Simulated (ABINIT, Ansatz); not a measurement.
# Na2LiScF6 (Fm-3m): one start, several treatments of the self-energy, part 2 of 2

How much does the gap of Na2LiScF6 (Fm-3m) depend on the approximation to the self-energy?

ABINIT 10.8.3; PBEsol and many-body steps on it, plane waves. Known limits of the many-body steps: not at the basis limit; coarse k mesh.

So far. Step 5 (G0W0, Hybertsen-Louie plasmon pole): Against G0W0 in ABINIT (2×2×2 mesh, 122 bands, screening to 114.3 eV, Godby-Needs plasmon pole), the gap moves by +0.625 eV. Step 6 (G0W0, von der Linden-Horsch plasmon pole): Against G0W0 in ABINIT (2×2×2 mesh, 122 bands, screening to 114.3 eV, Godby-Needs plasmon pole), the gap moves by +0.115 eV.

## Step 7: One-shot COHSEX

This step: one-shot COHSEX on PBEsol, plane waves, norm-conserving pseudopotentials.

run.abi reads:

```
acell 3*1.0 Angstrom
rprim 
  0.000000000000 4.017450000000 4.017450000000
  4.017450000000 0.000000000000 4.017450000000
  4.017450000000 4.017450000000 -0.000000000000
ntypat 4
znucl 11 3 21 9
natom 10
typat 1 1 2 3 4 4 4 4 4 4
xred 
  0.250000000000 0.250000000000 0.250000000000
  0.750000000000 0.750000000000 0.750000000000
  0.500000000000 0.500000000000 0.500000000000
  0.000000000000 -0.000000000000 0.000000000000
  0.250423000000 0.250423000000 0.749577000000
  0.250423000000 0.749577000000 0.749577000000
  0.749577000000 0.749577000000 0.250423000000
  0.250423000000 0.749577000000 0.250423000000
  0.749577000000 0.250423000000 0.749577000000
  0.749577000000 0.250423000000 0.250423000000
pp_dirpath "pseudos"
pseudos "Na.upf, Li.upf, Sc.upf, F.upf"
ecut 38
ngkpt 2 2 2
nshiftk 1
shiftk 0 0 0
kptopt 1
chksymbreak 0
istwfk *1
occopt 1
irdwfk 1
optdriver 4
nband 122
gwcalctyp 7
ecutsigx 38
symsigma 1
nkptgw 1
kptgw 
  0.0000000000 0.0000000000 0.0000000000
bdgw 
  35 41
ecuteps 4.2
irdscr 1
indata_prefix "in"
outdata_prefix "out"
tmpdata_prefix "tmp"
```

On the command line:

```console
$ OMP_NUM_THREADS=1 mpirun -n 4 abinit run.abi > log
```

Numbers of over 12 decimals in the logs are rounded to 6 here.

Output:

```text
.Version 10.8.3 of ABINIT. v10.8.2 released Aug 2026.

 Symmetries : space group Fm -3 m (#225); Bravais cF (face-center cubic)
[... echo of the input left out ...]
== DATASET  1 ==================================================================
-   mpi_nproc: 4, omp_nthreads: 1 (-1 if OMP is not activated)

--- !DatasetInfo
iteration_state: {dtset: 1, }
dimensions: {natom: 10, nkpt: 3, mband: 122, nsppol: 1, nspinor: 1, nspden: 1, mpw: 9841, }
cutoff_energies: {ecut:  38.0, pawecutdg:  -1.0, }
[...]
39   5.956 -18.615 -10.389  -5.536   1.000   0.000 -15.925   2.691   8.647
       40   5.956 -18.615 -10.389  -5.536   1.000   0.000 -15.925   2.691   8.647
       41   5.956 -18.615 -10.389  -5.536   1.000   0.000 -15.925   2.691   8.647

== END DATASET(S) ==============================================================
================================================================================

 -outvars: echo values of variables after computation  --------
           etotal      0.0000000000E+00
            nband         122
             nkpt           3
          spgroup         225
 [... the other variables as echoed above ...]

 Calculation completed.
```

Run time: 4.3 s. Hardware: 4 MPI ranks of Arm Neoverse V2, shared host; peak memory 0.86 GiB; 17 s of CPU time.

Numbers from this step:

```
quasiparticle gap on the points computed              : 10.82 eV
starting gap on the mesh                              : 6.027 eV
k of the valence top                                  : 0, 0, 0
k of the conduction bottom                            : 0, 0, 0
least direct quasiparticle gap on the computed points : 10.82 eV
```

Against G0W0 in ABINIT (2×2×2 mesh, 122 bands, screening to 114.3 eV, Godby-Needs plasmon pole), the gap moves by +1.375 eV.

## Step 8: One-shot Hartree-Fock

This step: one-shot Hartree-Fock on PBEsol, plane waves, norm-conserving pseudopotentials.

run.abi, as its differences from that of step 7:

```diff
@@ -32,4 +32,4 @@
 optdriver 4
-nband 122
-gwcalctyp 7
+nband 41
+gwcalctyp 5
 ecutsigx 38
@@ -41,4 +41,4 @@
   35 41
-ecuteps 4.2
-irdscr 1
+ixc_sigma 40
+fftgw 31
 indata_prefix "in"
```

Output:

```text
.Version 10.8.3 of ABINIT. v10.8.2 released Aug 2026.

 Symmetries : space group Fm -3 m (#225); Bravais cF (face-center cubic)
[... echo of the input left out ...]
== DATASET  1 ==================================================================
-   mpi_nproc: 4, omp_nthreads: 1 (-1 if OMP is not activated)

--- !DatasetInfo
iteration_state: {dtset: 1, }
dimensions: {natom: 10, nkpt: 3, mband: 41, nsppol: 1, nspinor: 1, nspden: 1, mpw: 9841, }
cutoff_energies: {ecut:  38.0, pawecutdg:  -1.0, }
[...]
39   5.956 -18.615 -10.389   0.000   1.000   0.000 -10.389   8.226  14.183
       40   5.956 -18.615 -10.389   0.000   1.000   0.000 -10.389   8.226  14.183
       41   5.956 -18.615 -10.389   0.000   1.000   0.000 -10.389   8.226  14.183

== END DATASET(S) ==============================================================
================================================================================

 -outvars: echo values of variables after computation  --------
           etotal      0.0000000000E+00
            nband          41
             nkpt           3
          spgroup         225
 [... the other variables as echoed above ...]

 Calculation completed.
```

Elapsed: 4 s, on 4 MPI ranks; peak memory 1 GiB.

This step gave:

| Quantity | Value |
| --- | --- |
| quasiparticle gap on the points computed | 17.52 eV |
| starting gap on the mesh | 6.027 eV |
| k of the valence top | 0, 0, 0 |
| k of the conduction bottom | 0, 0, 0 |
| least direct quasiparticle gap on the computed points | 17.52 eV |

Against G0W0 in ABINIT (2×2×2 mesh, 122 bands, screening to 114.3 eV, Godby-Needs plasmon pole), the gap moves by +8.079 eV.

## Step 9: Screening, 2×2×2 mesh, 122 bands, screening to 114.3 eV

This step: RPA screening on PBEsol, plane waves, norm-conserving pseudopotentials.

run.abi, as its differences from that of step 8:

```diff
@@ -31,14 +31,14 @@
 irdwfk 1
-optdriver 4
-nband 41
-gwcalctyp 5
-ecutsigx 38
-symsigma 1
-nkptgw 1
-kptgw 
-  0.0000000000 0.0000000000 0.0000000000
-bdgw 
-  35 41
-ixc_sigma 40
-fftgw 31
+optdriver 3
+nband 122
+ecuteps 4.2
+inclvkb 2
+awtr 1
+symchi 1
+gwcalctyp 2
+nfreqre 16
+freqremax 40 eV
+nfreqim 8
+spmeth 1
+nomegasf 120
 indata_prefix "in"
```

Output:

```text
.Version 10.8.3 of ABINIT. v10.8.2 released Aug 2026.

 Symmetries : space group Fm -3 m (#225); Bravais cF (face-center cubic)
[... echo of the input left out ...]
== DATASET  1 ==================================================================
-   mpi_nproc: 4, omp_nthreads: 1 (-1 if OMP is not activated)

--- !DatasetInfo
iteration_state: {dtset: 1, }
dimensions: {natom: 10, nkpt: 3, mband: 122, nsppol: 1, nspinor: 1, nspden: 1, mpw: 9841, }
cutoff_energies: {ecut:  38.0, pawecutdg:  -1.0, }
electrons: {nelect:   7.40000000E+01, charge:   0.00000000E+00, occopt:   1.00000000E+00, tsmear:   1.00000000E-02, }

 SCREENING: Calculation of the susceptibility and dielectric matrices

 Based on a program developped by R.W. Godby, V. Olevano, G. Onida, and L. Reining.
 Incorporated in ABINIT by V. Olevano, G.-M. Rignanese, and M. Torrent.
.Using double precision arithmetic ; gwpc =  8

[... cell and pseudopotentials left out ...]
--------------------------------------------------------------------------------

 ==== K-mesh for the wavefunctions ====
 Number of points in the irreducible wedge :     3
[... list of points left out ...]
 Together with 48 symmetry operations and time-reversal symmetry
 yields     8 points in the full Brillouin Zone.

 ==== Q-mesh for the screening function ====
 Number of points in the irreducible wedge :     3
[... list of points left out ...]
 Together with 48 symmetry operations and time-reversal symmetry
 yields     8 points in the full Brillouin Zone.

 setmesh: FFT mesh size selected  =    40x   40x   40
          total number of points  =        64000

 vcoul_init : cutoff-mode = AUXILIARY_FUNCTION
 q-points for optical limit:   1
     1)      0.000010    0.000020    0.000030

- screening: taking advantage of time-reversal symmetry
- Maximum band index for partially occupied states nbvw = 37
- Remaining bands to be divided among processors   nbcw = 85
- Number of bands treated by each node ~21

 Number of electrons calculated from density =   74.0000; Expected =   74.0000
 average of density, n =  0.084558
 r_s =    1.4134
 omega_plasma =   28.0500 [eV]

 calculating chi0 at frequencies [eV] :
  1    0.000000E+00    0.000000E+00
  2    2.666667E+00    0.000000E+00
  3    5.333333E+00    0.000000E+00
[...]
23    0.000000E+00    7.143840E+01
 24    0.000000E+00    1.005860E+02

--------------------------------------------------------------------------------
  q-point number  1        q = ( 0.000000, 0.000000, 0.000000) [r.l.u.]
--------------------------------------------------------------------------------
[... chi0 elements left out ...]
  [... further frequencies ...]

 No. of calculated frequencies >  15, stop printing
 For q-point:  0.000010 0.000020 0.000030
  dielectric constant =   2.0254
  dielectric constant without local fields =   2.1951

  Average fulfillment of the sum rule on Im[epsilon] for q-point    1 :     33.43  [%]
[... wings left out ...]
  q-point number  2        q = ( 0.500000, 0.000000, 0.000000) [r.l.u.]
--------------------------------------------------------------------------------
[... chi0 elements left out ...]
  [... further frequencies ...]

 No. of calculated frequencies >  15, stop printing
  Average fulfillment of the sum rule on Im[epsilon] for q-point    2 :     38.52  [%]

 [... 1 further q-points ...]
```

It took 37 s on 4 MPI ranks; peak memory 2.4 GiB; 2.5 min of CPU time.

This step gave:

```yaml
eps_infinity_with_local_fields_on_this_mesh_along_the_program_s_q_direction: 2.025
the_same_without_local_fields: 2.195
plasma_frequency: 28.05 eV
plane_waves_in_the_screening_matrix: 339
```

## Step 10: G0W0, contour deformation

This step: G0W0 on PBEsol, plane waves, norm-conserving pseudopotentials.

run.abi, as its differences from that of step 9:

```diff
@@ -31,14 +31,14 @@
 irdwfk 1
-optdriver 3
+optdriver 4
 nband 122
+gwcalctyp 2
+ecutsigx 38
+symsigma 1
+nkptgw 1
+kptgw 
+  0.0000000000 0.0000000000 0.0000000000
+bdgw 
+  35 41
 ecuteps 4.2
-inclvkb 2
-awtr 1
-symchi 1
-gwcalctyp 2
-nfreqre 16
-freqremax 40 eV
-nfreqim 8
-spmeth 1
-nomegasf 120
+irdscr 1
 indata_prefix "in"
```

Output:

```text
.Version 10.8.3 of ABINIT. v10.8.2 released Aug 2026.

 Symmetries : space group Fm -3 m (#225); Bravais cF (face-center cubic)
[... echo of the input left out ...]
== DATASET  1 ==================================================================
-   mpi_nproc: 4, omp_nthreads: 1 (-1 if OMP is not activated)

--- !DatasetInfo
iteration_state: {dtset: 1, }
dimensions: {natom: 10, nkpt: 3, mband: 122, nsppol: 1, nspinor: 1, nspden: 1, mpw: 9841, }
cutoff_energies: {ecut:  38.0, pawecutdg:  -1.0, }
[...]
36  -1.040 -22.672 -29.900   5.096   0.784  -0.275 -24.344  -1.671  -2.711
[...]
41   5.956 -18.615 -10.389  -3.559   0.807  -0.239 -14.848   3.768   9.724
       41   0.000   0.000   0.000  -0.000   0.000   0.000  -0.000  -0.000  -0.000

== END DATASET(S) ==============================================================
================================================================================

 -outvars: echo values of variables after computation  --------
           etotal      0.0000000000E+00
            nband         122
             nkpt           3
          spgroup         225
 [... the other variables as echoed above ...]

 Calculation completed.
```

Elapsed: 6.3 s, on 4 MPI ranks; peak memory 1.4 GiB.

This step gave:

```yaml
g0w0_gap_on_the_points_computed: 9.401 eV
starting_gap_on_the_mesh: 6.027 eV
k_of_the_valence_top: 0, 0, 0
k_of_the_conduction_bottom: 0, 0, 0
least_direct_g0w0_gap_on_the_computed_points: 9.401 eV
```

Against G0W0 in ABINIT (2×2×2 mesh, 122 bands, screening to 114.3 eV, Godby-Needs plasmon pole), the gap moves by −0.043 eV.

## Step 11: Side by side

Times are wall times on 4 MPI ranks of Arm Neoverse V2, shared host, good to a factor of about two. A run's time includes the screening step that it read.

| run | mesh | bands | screening cutoff (eV) | DFT gap (eV) | gap on the mesh (eV) | direct (eV) | ε∞ used | time |
| --- | --- | --- | --- | --- | --- | --- | --- | --- |
| G0W0, Godby-Needs plasmon pole | 2×2×2 | 122 | 114.3 | 6.027 | 9.444 | 9.444 | 2.02 | 41 s |
| G0W0, Hybertsen-Louie plasmon pole | 2×2×2 | 122 | 114.3 | 6.027 | 10.069 | 10.069 | 2.02 | 40 s |
| G0W0, von der Linden-Horsch plasmon pole | 2×2×2 | 122 | 114.3 | 6.027 | 9.559 | 9.559 | 2.02 | 39 s |
| one-shot COHSEX | 2×2×2 | 122 | 114.3 | 6.027 | 10.819 | 10.819 | 2.02 | 38 s |
| one-shot Hartree-Fock | 2×2×2 | - | - | 6.027 | 17.523 | 17.523 | - | 4 s |
| G0W0, contour deformation | 2×2×2 | 122 | 114.3 | 6.027 | 9.401 | 9.401 | 2.03 | 43 s |

## Step 12: Results

```
G0W0, Godby-Needs plasmon pole           : 9.444 eV
G0W0, Hybertsen-Louie plasmon pole       : 10.069 eV
G0W0, von der Linden-Horsch plasmon pole : 9.559 eV
one-shot COHSEX                          : 10.819 eV
one-shot Hartree-Fock                    : 17.523 eV
G0W0, contour deformation                : 9.401 eV
known limits                             : not at the basis limit; coarse k mesh
```

**Reading.** G0W0, Hybertsen-Louie plasmon pole: +0.625 eV against G0W0, Godby-Needs plasmon pole. G0W0, von der Linden-Horsch plasmon pole: +0.115 eV against G0W0, Godby-Needs plasmon pole. One-shot COHSEX: +1.375 eV against G0W0, Godby-Needs plasmon pole. One-shot Hartree-Fock: +8.079 eV against G0W0, Godby-Needs plasmon pole. G0W0, contour deformation: −0.043 eV against G0W0, Godby-Needs plasmon pole. Bare exchange alone opens the gap to 17.52 eV; against G0W0, correlation takes back 8.08 eV. Static COHSEX lies above G0W0: it lacks the factor Z and overstates the Coulomb hole of the filled states. Bands and cutoff are finite, so the gap is not at the basis limit. The miss can reach some tenths of an eV and take either sign; the mesh is an error of its own. In the G0W0 runs levels were corrected at 1 k point alone, so a gap called «on the mesh» is the least over those, and an edge elsewhere would be missed. The 2×2×2 mesh is coarse for this cell, which bears on the long-range parts of exchange and screening.

[Paths, hosts, dates, memory and timing lines, banners, echoed tables and standing remarks are left out of the program output.]

[Logs are printed without paths, hosts, clocks, repeated set-up lines and the standing remarks that a program may print on its own settings, such as how far it seeks lower states.]

[Runs of the session that timed out or met a known fault of the program may be left out.]

[Hosts, paths, dates, database ids (printed as entryN), source tags and the programs' standing remarks are cut or masked in the printed files.]

[G0W0 gaps are taken among the corrected bands and points alone; a level outside them can change the order at an edge.]

[Where Ansatz stands beside ABINIT at settings called matched, ABINIT's density can come from a denser mesh and the files from another edition; pairs whose starting gaps differed by over 0.03 eV were left out, so agreement reads better than it is.]
